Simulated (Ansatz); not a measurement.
# LaYO2F2 (built on the sites of a database entry of LaOF): from the cell to its phonons

Task: relax LaYO2F2 (built on the sites of a database entry of LaOF), then find its harmonic phonons.

Calculated with Ansatz 0.2.0; DFT PBEsol, scalar-relativistic, plane waves, norm-conserving pseudopotentials.

Most raw output is cut from this account.

The structure was built from a prototype and need not be the compound's stable phase.

## (1) The starting structure

It takes space group R3m (No. 160, trigonal). The conventional cell has a = 3.930 Å, b = 3.930 Å, c = 19.608 Å, α = 90.00°, β = 90.00°, γ = 120.00°. Nearest to La lie 4 F at 2.35 Å and 4 O at 2.51 Å. Y has 4 F at 2.35 Å and 4 O at 2.51 Å nearest. O has 3 Y at 2.51 Å and 1 La at 2.51 Å nearest. O has 3 La at 2.51 Å and 1 Y at 2.51 Å nearest. Nearest to F lie 3 Y at 2.35 Å and 1 La at 2.35 Å. F has 3 La at 2.35 Å and 1 Y at 2.35 Å nearest. Farther neighbours and most contacts between anions are not listed.

## (2) Rough relaxation

A rough relaxation comes first, because large forces or stress need no tight tolerances yet.

File input.yaml:

```yaml
crystal:
  lattice:
    - [1.96493, 1.13445, 6.53585]
    - [-1.96493, 1.13445, 6.53585]
    - [0.0, -2.2689, 6.53585]
  atoms:
    - { symbol: La, position: [0.242, 0.242, 0.242] }
    - { symbol: "Y", position: [0.758, 0.758, 0.758] }
    - { symbol: O, position: [0.37, 0.37, 0.37] }
    - { symbol: O, position: [0.63, 0.63, 0.63] }
    - { symbol: F, position: [0.122, 0.122, 0.122] }
    - { symbol: F, position: [0.878, 0.878, 0.878] }
kpoints:
  mp_grid: { grid: [6, 6, 6] }
hamiltonian:
  xc: pbesol
  pseudopotentials: { kind: nc }
scf:
  occupations: { method: gaussian, width: 0.1 }
output:
  forces: true
  stress: true
  eigenvalues: true
relax:
  adjacent_minimum: "off"
  f_tol: 0.05
  max_steps: 80
  cell: { stress_tol: 0.5 }
```

Run with:

```console
> ansatz run input.yaml --threads 8 --pin off --max-ram 14336MiB --backend cpu --events-out ev --progress --plain --runs-dir out
```

Elapsed: 2.1 min, on 8 threads of Arm Neoverse N1, shared host; peak memory 1.3 GiB.

Step by step:

| step | energy less that of the first step (eV) | largest force component (eV/Å) | pressure (GPa) | volume (Å³) |
| --- | --- | --- | --- | --- |
| 1 | 0.0000 | 7.6430 | -2.41 | 87.41 |
| 2 | -2.6228 | 3.5876 | -3.04 | 86.64 |
| 3 | -3.2379 | 1.5095 | 3.48 | 84.01 |
| 4 | -3.3517 | 0.2588 | -0.30 | 85.34 |
| 5 | -3.3573 | 0.1074 | 0.00 | 85.18 |
| 6 | -3.3582 | 0.0567 | -0.07 | 85.21 |
| 7 | -3.3587 | 0.0158 | 0.29 | 84.89 |
| 8* | -3.3587 | 0.0157 | 0.29 | 84.89 |

Relaxation steps marked * repeat the geometry before them on a plane-wave basis chosen anew for their cell, so energy and pressure can jump there.

The run keeps the 6 symmetry operations that it works with, so distortions that break them were not tested.

| conventional cell, symmetrised | before | after | change |
| --- | --- | --- | --- |
| a (Å) | 3.930 | 3.900 | -0.8 % |
| b (Å) | 3.930 | 3.900 | -0.8 % |
| c (Å) | 19.608 | 19.336 | -1.4 % |
| volume (Å³/atom) | 14.57 | 14.15 | -2.9 % |

The atoms that moved most (Å, as changes of fractional coordinates times the final cell):

| atom | dx | dy | dz | length |
| --- | --- | --- | --- | --- |
| La1 | 0.000 | 0.000 | 0.320 | 0.320 |
| Y2 | 0.000 | 0.000 | -0.311 | 0.311 |
| F6 | 0.000 | 0.000 | -0.236 | 0.236 |
| O3 | 0.000 | 0.000 | 0.229 | 0.229 |
| O4 | 0.000 | 0.000 | -0.069 | 0.069 |
| F5 | 0.000 | 0.000 | 0.066 | 0.066 |

The relaxed structure:

```
La Y O F
1.0
     1.94990    1.12578    6.44535
    -1.94990    1.12578    6.44535
     0.00000   -2.25155    6.44535
La Y O F
1 1 2 2
Cartesian
  0.0000 0.0000 4.9996
  0.0000 0.0000 14.3461
  0.0000 0.0000 7.3833
  0.0000 0.0000 12.1130
  0.0000 0.0000 2.4251
  0.0000 0.0000 16.7411
```

Numbers from this step:

```
pressure           : 0.2859 GPa
gap on the k-mesh  : 4.497 eV
volume per atom    : 14.15 Å³
direct gap on mesh : 4.497 eV
```

In this step the volume went from 14.57 to 14.15 Å³/atom.

## (3) Bringing the structure to rest

Harmonic phonons are second derivatives at a point where the forces vanish, and they are wanted at zero stress, so atoms and cell are relaxed first.

File input.yaml:

```yaml
crystal:
  lattice:
    - [1.949901663, 1.12577625, 6.4453478031]
    - [-1.949901663, 1.12577625, 6.4453478031]
    - [0.0, -2.2515525, 6.4453478031]
  atoms:
    - { symbol: La, position: [0.2585638564, 0.2585638564, 0.2585638564] }
    - { symbol: "Y", position: [0.7419332058, 0.7419332058, 0.7419332058] }
    - { symbol: O, position: [0.3818431327, 0.3818431327, 0.3818431327] }
    - { symbol: O, position: [0.6264467755, 0.6264467755, 0.6264467755] }
    - { symbol: F, position: [0.1254173707, 0.1254173707, 0.1254173707] }
    - { symbol: F, position: [0.8657956589, 0.8657956589, 0.8657956589] }
kpoints:
  mp_grid: { grid: [6, 6, 6] }
hamiltonian:
  xc: pbesol
  pseudopotentials: { kind: nc }
scf:
  occupations: { method: gaussian, width: 0.02 }
output:
  forces: true
  stress: true
  eigenvalues: true
relax:
  adjacent_minimum: "off"
  f_tol: 0.005
  max_steps: 80
  cell: { stress_tol: 0.05 }
```

Run time: 81 s. Hardware: 8 threads; peak memory 1.3 GiB; 10 min of CPU time.

Step by step:

| step | energy less that of the first step (eV) | largest force component (eV/Å) | pressure (GPa) | volume (Å³) |
| --- | --- | --- | --- | --- |
| 1 | 0.0000 | 0.0156 | 0.29 | 84.89 |
| 2 | -0.0001 | 0.0326 | -0.20 | 85.21 |
| 3 | -0.0002 | 0.0124 | -0.03 | 85.10 |
| 4 | -0.0002 | 0.0036 | 0.01 | 85.08 |
| 5* | -0.0002 | 0.0036 | 0.01 | 85.08 |

Relaxation steps marked * repeat the geometry before them on a plane-wave basis chosen anew for their cell, so energy and pressure can jump there.

Forces are held to the 6 operations that the run works with; a distortion that breaks them can't arise in this run.

| conventional cell, symmetrised | before | after | change |
| --- | --- | --- | --- |
| a (Å) | 3.900 | 3.901 | +0.0 % |
| b (Å) | 3.900 | 3.901 | +0.0 % |
| c (Å) | 19.336 | 19.363 | +0.1 % |
| volume (Å³/atom) | 14.15 | 14.18 | +0.2 % |

Final coordinates:

```xyz
6
Lattice="1.9507 1.1262 6.4542 -1.9507 1.1262 6.4542 0.0000 -2.2525 6.4542" Properties=species:S:1:pos:R:3 pbc="T T T"
La    0.0000    0.0000    5.0086
Y     0.0000    0.0000   14.3649
O     0.0000    0.0000    7.3931
O     0.0000    0.0000   12.1305
F     0.0000    0.0000    2.4267
F     0.0000    0.0000   16.7643
```

This step gave:

```
pressure           : 0.01267 GPa
gap on the k-mesh  : 4.493 eV
volume per atom    : 14.18 Å³
direct gap on mesh : 4.493 eV
```

In this step the volume went from 14.15 to 14.18 Å³/atom.

## (4) Relaxing to small forces for the phonons

Phonons need a cell at rest on their own settings, so the relaxation is repeated with tight tolerances on forces and stress, using the mesh and the filling of the phonon run that follows.

File input.yaml:

```yaml
crystal:
  lattice:
    - [1.9507029016, 1.1262388453, 6.4542204916]
    - [-1.9507029016, 1.1262388453, 6.4542204916]
    - [0.0, -2.2524776907, 6.4542204916]
  atoms:
    - { symbol: La, position: [0.2586718676, 0.2586718676, 0.2586718676] }
    - { symbol: "Y", position: [0.7418855899, 0.7418855899, 0.7418855899] }
    - { symbol: O, position: [0.3818221723, 0.3818221723, 0.3818221723] }
    - { symbol: O, position: [0.6264873335, 0.6264873335, 0.6264873335] }
    - { symbol: F, position: [0.1253279187, 0.1253279187, 0.1253279187] }
    - { symbol: F, position: [0.865805118, 0.865805118, 0.865805118] }
kpoints:
  mp_grid: { grid: [6, 6, 6] }
hamiltonian:
  xc: pbesol
  pseudopotentials: { kind: nc }
scf:
  occupations: { method: fixed }
output:
  forces: true
  stress: true
  eigenvalues: true
relax:
  adjacent_minimum: "off"
  f_tol: 0.001
  max_steps: 60
  cell: { stress_tol: 0.01 }
```

Run time: 97 s. Hardware: 8 threads; peak memory 1.3 GiB; 12 min of CPU time.

Little changed from the start: no atom moved by 0.005 Å and no cell edge by 0.1 %.

This step gave:

```
pressure           : -0.003432 GPa
gap on the k-mesh  : 4.494 eV
direct gap on mesh : 4.494 eV
```

The largest force component left is 0.77 meV/Å and the pressure is -0.003 GPa, within the tolerances set. The cell now holds 14.18 Å³/atom.

## (5) Modes at Γ

The zone centre is the only wavevector solved here; it holds the modes that light can see, as far as symmetry allows. The response to a homogeneous field gives the Born charges and the dielectric tensor.

File input.yaml:

```yaml
crystal:
  lattice:
    - [1.9506704979, 1.126220137, 6.4552995082]
    - [-1.9506704979, 1.126220137, 6.4552995082]
    - [0.0, -2.2524402741, 6.4552995082]
  atoms:
    - { symbol: La, position: [0.2586710085, 0.2586710085, 0.2586710085] }
    - { symbol: "Y", position: [0.741881669, 0.741881669, 0.741881669] }
    - { symbol: O, position: [0.3818069676, 0.3818069676, 0.3818069676] }
    - { symbol: O, position: [0.6265075227, 0.6265075227, 0.6265075227] }
    - { symbol: F, position: [0.125306451, 0.125306451, 0.125306451] }
    - { symbol: F, position: [0.8658263812, 0.8658263812, 0.8658263812] }
kpoints:
  mp_grid: { grid: [6, 6, 6] }
hamiltonian:
  xc: pbesol
  pseudopotentials: { kind: nc }
scf:
  occupations: { method: fixed }
output:
  eigenvalues: true
phonons:
  method: dfpt
  dielectric: true
  rigid_motions: translations
```

Run time: 16 min. Hardware: 8 threads; peak memory 6 GiB; 2.1 h of CPU time.

Numbers from this step:

- sum-rule residual before enforcement: 6.35e-4 eV/Å²
- miss of the charge sum rule: 2.08e-5 e
- point group: 3m
- highest optical mode at the zone centre (no LO-TO term): 474.3 cm⁻¹
- lowest optical zone-centre mode: 116.0 cm⁻¹
- mean high-frequency dielectric constant: 3.591
- largest Born charge (third of the trace): 3.975 e
- mean static dielectric constant: 14.57
- top of the zone-centre spectrum with the field: 557.9 cm⁻¹

Without the LO-TO term. Patterns of degenerate modes are one choice out of their space. Modes at Γ, with each element's share of the kinetic energy:

| mode | frequency (cm⁻¹) | symmetry | La % | Y % | O % | F % |
| --- | --- | --- | --- | --- | --- | --- |
| 1 | 0.0 | acoustic | 47 | 30 | 11 | 13 |
| 2 | 0.0 | acoustic | 47 | 30 | 11 | 13 |
| 3 | 0.0 | acoustic | 47 | 30 | 11 | 13 |
| 4 | 116.0 | E | 39 | 58 | 2 | 1 |
| 5 | 116.0 | E | 39 | 58 | 2 | 1 |
| 6 | 201.1 | A1 | 43 | 14 | 7 | 36 |
| 7 | 204.6 | E | 8 | 10 | 7 | 75 |
| 8 | 204.6 | E | 8 | 10 | 7 | 75 |
| 9 | 239.7 | A1 | 0 | 41 | 4 | 54 |
| 10 | 276.0 | E | 3 | 0 | 7 | 90 |
| 11 | 276.0 | E | 3 | 0 | 7 | 90 |
| 12 | 319.3 | A1 | 8 | 11 | 1 | 81 |
| 13 | 365.9 | E | 3 | 2 | 83 | 12 |
| 14 | 365.9 | E | 3 | 2 | 83 | 12 |
| 15 | 412.3 | E | 1 | 0 | 90 | 9 |
| 16 | 412.3 | E | 1 | 0 | 90 | 9 |
| 17 | 430.1 | A1 | 1 | 2 | 94 | 3 |
| 18 | 474.3 | A1 | 1 | 2 | 83 | 13 |

Displacements in mode 4 (116.0 cm⁻¹), the largest set to 1:
```
La1 -0.09 -0.65  0.00
Y2   0.13  1.00  0.00
O3   0.05  0.37  0.00
O4  -0.03 -0.24  0.00
F5   0.03  0.24  0.00
F6  -0.03 -0.25  0.00
```

Displacements in mode 7 (204.6 cm⁻¹), the largest set to 1:
```
La1  0.00 -0.14  0.00
Y2   0.00 -0.19  0.00
O3  -0.01  0.37  0.00
O4   0.00  0.07  0.00
F5  -0.02  1.00  0.00
F6  -0.01  0.53  0.00
```

Optical modes at the zone centre, without and with the macroscopic field of the longitudinal modes; each column is sorted by frequency, so a row need not hold one and the same mode. Modes with and without the field, by row:

| rank among optical modes | no field (cm⁻¹) | q along (1, 0, 0) (cm⁻¹) | q along (0, 0, 1) (cm⁻¹) |
| --- | --- | --- | --- |
| 1 | 116 | 116 | 116 |
| 2 | 116 | 116.7 | 116 |
| 3 | 201.1 | 201.1 | 204.6 |
| 4 | 204.6 | 204.6 | 204.6 |
| 5 | 204.6 | 239.7 | 212.2 |
| 6 | 239.7 | 267.7 | 276 |
| 7 | 276 | 276 | 276 |
| 8 | 276 | 285.7 | 319.3 |
| 9 | 319.3 | 319.3 | 365.9 |
| 10 | 365.9 | 365.9 | 365.9 |
| 11 | 365.9 | 410.6 | 374.3 |
| 12 | 412.3 | 412.3 | 412.3 |
| 13 | 412.3 | 430.1 | 412.3 |
| 14 | 430.1 | 474.3 | 433.6 |
| 15 | 474.3 | 550.5 | 557.9 |

Born charge (rows field, columns displacement) (e), principal values of the symmetric part by kind of site:

| atom | atoms with these values | low | middle | high | mean |
| --- | --- | --- | --- | --- | --- |
| La1 | 1 | 3.75 | 4.09 | 4.09 | 3.97 |
| Y2 | 1 | 3.63 | 3.76 | 3.76 | 3.72 |
| O3 | 1 | -2.37 | -2.37 | -2.01 | -2.25 |
| O4 | 1 | -2.71 | -2.71 | -1.87 | -2.43 |
| F5 | 1 | -1.72 | -1.37 | -1.37 | -1.49 |
| F6 | 1 | -1.77 | -1.39 | -1.39 | -1.51 |

In full for F5:

```
-1.37  0.00  0.00
 0.00 -1.37  0.00
 0.00  0.00 -1.72
```

High-frequency dielectric tensor:

```
3.68 0.00 0.00
0.00 3.68 0.00
0.00 0.00 3.42
```

Static dielectric tensor (ions relaxed, fixed cell):

```
15.33  0.00  0.00
 0.00 15.33  0.00
 0.00  0.00 13.05
```

Transverse modes. Lines of the infrared spectrum (strongest = 100):

| position (cm⁻¹) | label | relative intensity |
| --- | --- | --- |
| 116 | E | 0.8 |
| 201 | A1 | 19 |
| 205 | E | 97 |
| 240 | A1 | 44 |
| 276 | E | 2.8 |
| 319 | A1 | 0.0 |
| 366 | E | 100 |
| 412 | E | 3.8 |
| 430 | A1 | 1.5 |
| 474 | A1 | 18 |

Before it was imposed, the acoustic sum rule was missed by 6.3e-4 eV/Å² and the charge sum rule by 2.1e-5 e. Small misses are needed for a sound result but don't prove that mesh and cutoff are converged. The lowest optical mode is real, 116 cm⁻¹.

## (6) Isotope substitution

An isotope changes the mass and not the force constants, so no new electronic calculation is needed; the shifts show which modes move this element.

The same force constants with the mass of O changed from 15.999 to 17.999 u (phonopy, no LO-TO term). Both lists are sorted by frequency; levels can cross, so a row need not hold one and the same mode. Modes under 3 cm⁻¹ are left out. Isotope shifts, by row:

| q | rank | natural mass (cm⁻¹) | changed mass (cm⁻¹) |
| --- | --- | --- | --- |
| 0 0 0 | 4 | 116 | 115.9 |
| 0 0 0 | 5 | 116 | 115.9 |
| 0 0 0 | 6 | 201.1 | 200.2 |
| 0 0 0 | 7 | 204.6 | 203.6 |
| 0 0 0 | 8 | 204.6 | 203.6 |
| 0 0 0 | 9 | 239.7 | 239.1 |
| 0 0 0 | 10 | 276 | 274.7 |
| 0 0 0 | 11 | 276 | 274.7 |
| 0 0 0 | 12 | 319.3 | 319.2 |
| 0 0 0 | 13 | 365.9 | 348.6 |
| 0 0 0 | 14 | 365.9 | 348.6 |
| 0 0 0 | 15 | 412.3 | 391.3 |
| 0 0 0 | 16 | 412.3 | 391.3 |
| 0 0 0 | 17 | 430.1 | 406.9 |
| 0 0 0 | 18 | 474.3 | 452 |

A mode of this element alone would shift by -5.72 %. The highest zone-centre frequency without the field goes from 474.3 to 452.0 cm⁻¹ (-4.7 %). The product of the frequency ratios over all optical modes at Γ is 0.716; the product rule, (m/m′)^(3k/2) (M′/M)^(3/2) with k = 2 such atoms and M the mass of the cell, gives 0.716.

## (7) Results

```json
{
  "space group after relaxation (within 0.01 Å)": "R3m",
  "volume per atom": "14.2 Å³",
  "gap on the k-mesh": "4.49 eV",
  "highest optical mode at the zone centre (no LO-TO term)": "474 cm⁻¹",
  "top of the zone-centre spectrum with the field": "558 cm⁻¹",
  "lowest optical zone-centre mode": "116 cm⁻¹",
  "mean high-frequency dielectric constant": "3.59",
  "mean static dielectric constant": "14.6",
  "largest Born charge (third of the trace)": "3.97 e",
  "imaginary modes at Γ (the only wavevector solved)": "none"
}
```

What this shows: The structure is stable against zone-centre distortions, since no mode there is imaginary; other wavevectors were not solved, so zone-boundary instabilities are untested. Without the field, the optical modes at Γ span 116 to 474 cm⁻¹. No dispersion was computed. The highest mode in this list at Γ, 474.3 cm⁻¹, is mostly motion of O (83 % of the kinetic energy). With the macroscopic field of the longitudinal modes the top of the zone-centre spectrum lies at 558 cm⁻¹, against 474 cm⁻¹ without it. Lattice motion raises the mean dielectric constant from 3.591 to 14.57. The strongest infrared line is at 366 cm⁻¹. Spin-orbit coupling is left out, which can matter for the heavy elements here. The starting cell was built on a prototype and not taken from a measurement, so the phase need not exist. These are harmonic frequencies at zero temperature: anharmonic shifts, linewidths and thermal expansion are left out.

[Logs are printed without paths, hosts, clocks, repeated set-up lines and the standing remarks that a program may print on its own settings, such as how far it seeks lower states.]

[Hosts, paths, dates, database ids (printed as entryN), source tags and the programs' standing remarks are cut or masked in the printed files.]
